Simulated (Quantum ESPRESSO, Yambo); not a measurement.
Planning a run of Yambo 5.3.0 on MoS2 (P6_3/mmc). The input:

```
optics
bss
bse
em1s
dipoles
rim_cut
RandQpts= 1000000
RandGvec= 1 RL
Chimod= "HARTREE"
BSKmod= "SEX"
BSEmod= "resonant"
BSSmod= "d"
BSENGexx= 20 Ry
BSENGBlk= 4 Ry
% BSEQptR
 1 | 1 |
%
% BSEBands
 23 | 31 |
%
% BEnRange
 0 | 5 | eV
%
% BDmRange
 0.1 | 0.1 | eV
%
BEnSteps= 101
% BLongDir
 1 | 0 | 0 |
%
% BndsRnXs
 9 | 51 |
%
NGsBlkXs= 4 Ry
% LongDrXs
 1 | 1 | 1 |
%
% KfnQP_E
 0.65 | 1.0 | 1.0 |
%
WRbsWF
FFTGvecs= 32 Ry
```

The database entry behind the starting cell differs from later determinations by our own check (about 0.3 % long), so it need not match the best structure at ambient conditions.

```sh
OMP_NUM_THREADS=2 mpirun -n 4 yambo -F bse9.in -J bse9 -C bse9 > bse9.log
```

The stored states that it reads are on a 9×9×2 mesh. It takes space group P6_3/mmc (No. 194, hexagonal). The conventional cell has a = 3.169 Å, b = 3.169 Å, c = 12.324 Å, α = 90.00°, β = 90.00°, γ = 120.00°. Mo has 6 S at 2.41 Å nearest. Nearest to S lie 3 Mo at 2.41 Å. Farther neighbours and most contacts between anions are not listed.

Question: Estimate wall time and host memory on 4 MPI ranks of Arm Neoverse V2, shared host.

It took 2.5 min; on shared hardware allow 76 s to 5.1 min. Peak host memory was 1.9 GiB.

The kernel grows as the square of the matrix size, and full diagonalisation as its cube.

[Paths, hosts, dates, memory and timing lines, banners, echoed tables and standing remarks are left out of the program output.]

[Logs are printed without paths, hosts, clocks, repeated set-up lines and the standing remarks that a program may print on its own settings, such as how far it seeks lower states.]

[Runs of the session that timed out or met a known fault of the program may be left out.]

[Hosts, paths, dates, database ids (printed as entryN), source tags and the programs' standing remarks are cut or masked in the printed files.]
